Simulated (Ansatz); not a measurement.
# Li wire along [111], 4 atoms a period: bands by functional and under strain, part 3 of 4

Wanted: the relaxed geometry and the bands of the Li wire along [111], 4 atoms a period.

Ansatz 0.2.0; DFT PBE, plane waves, PAW; relaxation of a wire's period (the session's first sound run).

So far. Step 4 (Levels at the same atoms, level LDA, cutoff 420 eV): Bands cross the Fermi level, as under PBE at the relaxed period. Step 5 (Another level of theory, level PBEsol, cutoff 420 eV): Bands cross the Fermi level, as under PBE at the relaxed period.

**6. Levels at the same atoms, level r2SCAN, cutoff 500 eV**

This step: DFT r2SCAN, plane waves, PAW; bands of a perfect wire at the PBE geometry (Ansatz 0.2.0).

The atoms stay at the PBE geometry and the functional changes. r2SCAN also reads the kinetic-energy density; it often gives larger moments and wider gaps than PBE, at a higher cost. Against the first PBE run of this kind, the cutoff is 500 eV against 420 and the mesh along the wire has 20 points against 26.

input.yaml reads:

```yaml
crystal:
  lattice:
    - [11.665, 0.0, 0.0]
    - [0.0, 9.609, 0.0]
    - [0.0, 0.0, 3.1344411549]
  atoms:
    - { symbol: Li, position: [0.318375626, 0.4999869, 0.0] }
    - { symbol: Li, position: [0.681624374, 0.4999869, 0.0] }
    - { symbol: Li, position: [0.5, 0.356914471, 0.49913115] }
    - { symbol: Li, position: [0.5, 0.643059329, 0.50086885] }
kpoints:
  mp_grid: { grid: [1, 1, 20] }
  band_path: { path: ["Γ", Z], npoints: 50 }
scf:
  occupations: { method: fermi_dirac, width: 0.05 }
hamiltonian:
  xc: r2scan
```

Command:

```bash
> ansatz run input.yaml --threads 8 --pin off --max-ram 16384MiB --backend cpu --events-out ev --progress --plain --runs-dir out
```

Numbers of over 12 decimals in the logs are rounded to 6 here.

The program printed:

```text
[...]
Crystal: 4 atoms, lattice volume = 351.336 Å³
Basis set: ecut = 500 eV, 8951 PW (Γ), exchange–correlation on 360×288×96 points (64 copies of the dense FFT grid, shifted against one another)
Bands: 10, of which v1, the nominal top of the filled ones, is band 6 counted from 1 (5 counted from 0)
Symmetry: 4 space group operations
[...]
k-points: 11 of 20
[...]
SCF iter   1: F=—  HF=-818.469187 eV  |F-HF|=—  |Δ(HF+E_count)|=         —  Δρ=1.31e-3  dr2=1.31e-2  dr2_τ=1.13e-3  ethr=1.77e-3  ⟨swp⟩=6.2  Hψ=836  notcnv=0
[...]
SCF iter   6: F=-818.483088 eV  HF=-818.483088 eV  |F-HF|=1.62e-8  |Δ(HF+E_count)|=   4.19e-7  Δρ=1.32e-6  dr2=1.65e-8  dr2_τ=4.62e-11  ethr=8.33e-10  ⟨swp⟩=5.3  Hψ=530  notcnv=0
SCF 1 converged in 6 iterations: F = -818.483088 eV  dr2 = 1.65e-8
[...]
SCF converged after 6 iterations
Free energy (F): -818.483088 eV
[...]
Internal energy: -818.469860 eV  (E = F + TS)
E sigma→0 (E₀):  -818.476474 eV
Entropy (-TS):   -0.013228 eV (-3.307 meV/atom)
Fermi energy:    -1.714156 eV
[...]
--- Band table (eV; the first three rows and the last of 11) ---
[...]
```

Run time: 1.2 s. Hardware: 8 threads of AMD EPYC 9R45, shared host; peak memory 0.89 GiB; 8.6 s of CPU time.

The electronic bands at the labelled points (eV, zero at the Fermi level):

| point | band 5 | band 6 | band 7 | band 8 | band 9 | band 10 |
| --- | --- | --- | --- | --- | --- | --- |
| Γ | -2.89 | -1.22 | -0.48 | 0.29 | 0.75 | 1.10 |
| halfway | -2.12 | -0.45 | 0.36 | 1.19 | 1.79 | 1.95 |
| Z | -0.05 | 0.26 | 0.91 | 1.99 | 3.87 | 4.32 |

The electronic bands as a text plot (rows in eV):

```
    4.2 |                                                     ***
    3.9 |                                                ********
    3.6 |                                             ******
    3.3 |                                          ******
    3.0 |                                        *****
    2.7 |                                    ******
    2.4 |                                 ******
    2.1 |                           ******                   ****
    1.8 |                      ********                ******
    1.5 |              ***********      ***************
    1.2 |*********************    ******       **** ***
    0.9 |**************    *******         ****        **********
    0.6 |           *******           *****         ****** ***
    0.3 |***********            ******         *****          ***
    0.0 |                *******          *****               ***
   -0.3 |****************           ******                 ***
   -0.6 |                     ******                   ****
   -0.9 |            *********                      ***
   -1.2 |************                            ***
   -1.5 |                                   *****
   -1.8 |                               ****
   -2.1 |                         ******
   -2.4 |                 ********
   -2.7 |*****************
         Γ                                                      Z
```

Bands cross the Fermi level, as under PBE at the relaxed period.

**7. Another level of theory, level HSE06, cutoff 420 eV**

This step: DFT HSE06, plane waves, PAW; levels of a perfect wire at the PBE geometry (Ansatz 0.2.0).

The atoms stay at the PBE geometry and the functional changes. HSE06 mixes in a quarter of short-range exact exchange, which removes part of the self-interaction that closes gaps; it is dear, so the mesh is thinner and no path is run. Against the first PBE run of this kind, the mesh along the wire has 10 points against 26.

Edit input.yaml of step 6 so:

```diff
@@ -11,4 +11,3 @@
 kpoints:
-  mp_grid: { grid: [1, 1, 20] }
-  band_path: { path: ["Γ", Z], npoints: 50 }
+  mp_grid: { grid: [1, 1, 10] }
 scf:
@@ -16,2 +15,2 @@
 hamiltonian:
-  xc: r2scan
+  xc: hse06
```

The program printed:

```text
exact exchange: scf.exx.singularity resolves to wigner_seitz, which cuts the screened interaction at the faces of the exchange supercell's Wigner-Seitz cell, so that each pair interacts once, at the shortest of its separations (the periodic images that this leaves out come, for a point-like exchange hole, to about 0.004 eV on a filled level). The cut falls within the interaction's reach, and what an exchange supercel [...]
[...]
Crystal: 4 atoms, lattice volume = 351.336 Å³
[...]
Frozen-core exchange: fock
[...]
Internal energy: -816.944099 eV  (E = F + TS)
E sigma→0 (E₀):  -816.951047 eV
Entropy (-TS):   -0.013896 eV (-3.474 meV/atom)
Fermi energy:    -1.744536 eV
[...]
--- Band table (eV; the first three rows and the last of 6) ---
[...]
guard bands above this table: 1 of the run's 10 bands, where the rule asks 2: the bands that hold charge and the lowest empty level above them stay in the table. The solve was not asked for them (output.publish_guard_bands: true or output.eigenvalues: true publishes all)
[key lines of the parts left out:]
Free energy (F): -816.957995 eV
```

Wall time 4.7 s (8 threads); peak memory 0.96 GiB.

**8. Strain along the wire, period over the relaxed period 0.97, k-mesh 1×1×20**

This step: DFT PBE, plane waves, PAW; relaxation at a fixed period (Ansatz 0.2.0).

The period is set to 0.97 times the relaxed one and the atoms relax within it: strain changes bond lengths and angles, which shifts the bands against each other. Against the first PBE run of this kind, the mesh along the wire has 20 points against 26.

The cell differs from the one that the last finished run ended in (c 3.134 → 3.040 Å).

Edit input.yaml of step 7 so:

```diff
@@ -4,3 +4,3 @@
     - [0.0, 9.609, 0.0]
-    - [0.0, 0.0, 3.1344411549]
+    - [0.0, 0.0, 3.0404079203]
   atoms:
@@ -11,3 +11,4 @@
 kpoints:
-  mp_grid: { grid: [1, 1, 10] }
+  mp_grid: { grid: [1, 1, 20] }
+  band_path: { path: ["Γ", Z], npoints: 50 }
 scf:
@@ -15,2 +16,7 @@
 hamiltonian:
-  xc: hse06
+  xc: pbe
+relax:
+  max_steps: 40
+  f_tol: 0.02
+output:
+  stress: true
```

The program printed:

```text
Warning: output.stress: scf.convergence.dr2_threshold = 1e-7 eV (the SCF's general default) is looser than the 4e-10 eV advised for a printed stress (1e-10 eV for each atom of the cell: 4). What an SCF threshold leaves in a stress goes as its square root, and in the free energy as the threshold itself, and one threshold admits the most on a small cell: [figures from the program's tests cut] Every solve of this run an [...]
[...]
Crystal: 4 atoms, lattice volume = 340.796 Å³
Basis set: ecut = 420 eV, 6593 PW (Γ), exchange–correlation on 160×144×48 points (8 copies of the dense FFT grid, shifted against one another)
Bands: 10, of which v1, the nominal top of the filled ones, is band 6 counted from 1 (5 counted from 0)
Symmetry: 4 space group operations
[...]
k-points: 11 of 20
[...]
SCF iter   1: F=—  HF=-816.754486 eV  |F-HF|=—  |Δ(HF+E_count)|=         —  Δρ=7.82e-4  dr2=9.20e-3  ethr=1.77e-3  ⟨swp⟩=6.4  Hψ=827  notcnv=0
[...]
SCF iter   6: F=-816.756434 eV  HF=-816.756434 eV  |F-HF|=4.58e-9  |Δ(HF+E_count)|=   5.92e-8  Δρ=7.80e-7  dr2=8.54e-9  ethr=6.01e-10  ⟨swp⟩=1.0  Hψ=288  notcnv=0
SCF 1 converged in 6 iterations: F = -816.756434 eV  dr2 = 8.54e-9
[...]
relax step   1: F+E_penalty+E_count = -816.75643387 eV  Δ(F+E_penalty+E_count) = +0.000e0 eV  max|allowed force component| = 3.574e-2 eV/Å  Δτ_max = 0.0000 Å  (6 SCF iters, dr2 threshold 1.00e-5 eV, accepted)
[...]
SCF iter   5: F=-816.757617 eV  HF=-816.757617 eV  |F-HF|=8.44e-9  |Δ(HF+E_count)|=   4.85e-7  Δρ=1.16e-6  dr2=2.05e-8  ethr=8.33e-10  ⟨swp⟩=4.4  Hψ=322  notcnv=0
SCF 2 converged in 5 iterations: F = -816.757617 eV  dr2 = 2.05e-8
relax step   2: F+E_penalty+E_count = -816.75761678 eV  Δ(F+E_penalty+E_count) = -1.183e-3 eV  max|allowed force component| = 3.093e-3 eV/Å  Δτ_max = 0.0350 Å  (5 SCF iters, accepted)
[...]
the band table was solved once a step of the walk had ended and its energy, with any forces and stress, was formed, with the checks that follow a solve (1046 applications of the Hamiltonian). They found nothing against the state; the energy, forces and stress were not computed again (output.eigenvalues in the input reference)
[...]
SCF converged after 5 iterations
Free energy (F): -816.757617 eV
[...]
Internal energy: -816.740480 eV  (E = F + TS)
E sigma→0 (E₀):  -816.749049 eV
Entropy (-TS):   -0.017136 eV (-4.284 meV/atom)
Fermi energy:    -1.719579 eV
[...]
--- Forces (eV/Å), atoms counted from 1 ---
  atom   1  Li     0.00066404    -0.00000000     0.00000000
  atom   2  Li    -0.00066404     0.00000000    -0.00000000
  atom   3  Li     0.00000000     0.00309348     0.00044748
  atom   4  Li    -0.00000000    -0.00309348    -0.00044748
  max |Σ_I F_I| component: 1.08e-19 eV/Å
--- Stress (GPa, compression-positive) ---
        0.097513      -0.000000       0.000000
       -0.000000       0.145031      -0.000568
        0.000000      -0.000568       0.224732
  P = ⅓ Tr σ = 0.1558 GPa (1.558 kbar)
--- Band table (eV; the first three rows and the last of 11) ---
[...]
--- Relaxed structure (2 steps of the walk, 2 accepted, 0 SCFs on fresh bases) ---
  F+E_penalty+E_count = -816.75761678 eV   max|allowed force component| = 3.093e-3 eV/Å
  atoms:
    - { symbol: Li, position: [0.315376, 0.499987, -1.2778804462173725e-18] }
    - { symbol: Li, position: [0.684624, 0.499987, 1.2778804462173723e-18] }
    - { symbol: Li, position: [0.5, 0.357412, 0.499434] }
    - { symbol: Li, position: [0.5, 0.642562, 0.500566] }
```

Run time: 0.83 s. Hardware: 8 threads; peak memory 0.67 GiB; 5 s of CPU time.

The steps of the relaxation:

| step | energy less that of the first step (eV) | largest force component (eV/Å) |
| --- | --- | --- |
| 1 | 0.0000 | 0.0357 |
| 2 | -0.0012 | 0.0031 |

Forces are held to the 4 operations that the run works with; a distortion that breaks them can't arise in this run.

The atoms that moved most (Å):

| atom | dx | dy | dz | length |
| --- | --- | --- | --- | --- |
| Li1 | -0.035 | 0.000 | 0.000 | 0.035 |
| Li2 | 0.035 | 0.000 | 0.000 | 0.035 |

The relaxed structure:

```
Li
1.0
    11.66500    0.00000    0.00000
     0.00000    9.60900    0.00000
     0.00000    0.00000    3.04041
Li
4
Cartesian
  3.6789 4.8044 0.0000
  7.9861 4.8044 0.0000
  5.8325 3.4344 1.5185
  5.8325 6.1744 1.5219
```

Numbers from this step:

```
energy at zero smearing : -816.7490 eV
```

The electronic bands at the labelled points (eV, zero at the Fermi level):

| point | band 5 | band 6 | band 7 | band 8 | band 9 | band 10 |
| --- | --- | --- | --- | --- | --- | --- |
| Γ | -2.68 | -1.18 | -0.47 | 0.13 | 0.64 | 0.88 |
| halfway | -1.95 | -0.45 | 0.34 | 1.00 | 1.65 | 1.73 |
| Z | 0.02 | 0.32 | 0.84 | 1.87 | 3.68 | 3.99 |

The electronic bands as a text plot (rows in eV):

```
    3.9 |                                                 *******
    3.6 |                                              ***  *****
    3.3 |                                            **  ***
    3.0 |                                          ** ***
    2.7 |                                       ******
    2.5 |                                    ******
    2.2 |                                 *****
    1.9 |                             ****                  *****
    1.6 |                       *******                *****
    1.3 |                 ********       **************
    1.1 |       **************     ******      ****  ****
    0.8 |***************       ****       *****          ********
    0.5 |***           ********       ****          ******  ***
    0.2 |**************         ******         *****           **
    0.0 |                *******          *****              ****
   -0.3 |   *************           ******                ***
   -0.6 |***                   *****                   ***
   -0.9 |             *********                    ****
   -1.2 |*************                          ***
   -1.4 |                                  *****
   -1.7 |                              ****
   -2.0 |                        ******
   -2.3 |                 *******
   -2.5 |*****************
         Γ                                                      Z
```

Bands cross the Fermi level, as under PBE at the relaxed period.

**9. Strain along the wire, period over the relaxed period 1.06, k-mesh 1×1×19**

The period is set to 1.06 times the relaxed one and the atoms relax within it: strain changes bond lengths and angles, which shifts the bands against each other. Against the first PBE run of this kind, the mesh along the wire has 19 points against 26.

The cell differs from the one that the last finished run ended in (c 3.040 → 3.323 Å).

Edit input.yaml of step 8 so:

```diff
@@ -4,3 +4,3 @@
     - [0.0, 9.609, 0.0]
-    - [0.0, 0.0, 3.0404079203]
+    - [0.0, 0.0, 3.3225076242]
   atoms:
@@ -11,3 +11,3 @@
 kpoints:
-  mp_grid: { grid: [1, 1, 20] }
+  mp_grid: { grid: [1, 1, 19] }
   band_path: { path: ["Γ", Z], npoints: 50 }
```

The program printed:

```text
[...]
Crystal: 4 atoms, lattice volume = 372.417 Å³
Basis set: ecut = 420 eV, 7317 PW (Γ), exchange–correlation on 160×144×48 points (8 copies of the dense FFT grid, shifted against one another)
Bands: 10, of which v1, the nominal top of the filled ones, is band 6 counted from 1 (5 counted from 0)
Symmetry: 4 space group operations
[...]
--- Band table (eV; the first three rows and the last of 10) ---
[...]
--- Relaxed structure (2 steps of the walk, 2 accepted, 0 SCFs on fresh bases) ---
  F+E_penalty+E_count = -816.73282654 eV   max|allowed force component| = 6.472e-3 eV/Å
  atoms:
    - { symbol: Li, position: [0.320924, 0.499987, 0.0] }
    - { symbol: Li, position: [0.679076, 0.499987, 0.0] }
    - { symbol: Li, position: [0.5, 0.355979, 0.499436] }
    - { symbol: Li, position: [0.5, 0.643994, 0.500564] }
[key lines of the parts left out:]
SCF converged after 5 iterations
Free energy (F): -816.732827 eV
Fermi energy:    -1.818726 eV
P = ⅓ Tr σ = -0.0780 GPa (-0.780 kbar)
```

The job ended after 0.86 s (8 threads; peak memory 0.69 GiB).

(Continued in part 4 of 4.)

[Logs are printed without paths, hosts, clocks, repeated set-up lines and the standing remarks that a program may print on its own settings, such as how far it seeks lower states.]

[Hosts, paths, dates, database ids (printed as entryN), source tags and the programs' standing remarks are cut or masked in the printed files.]
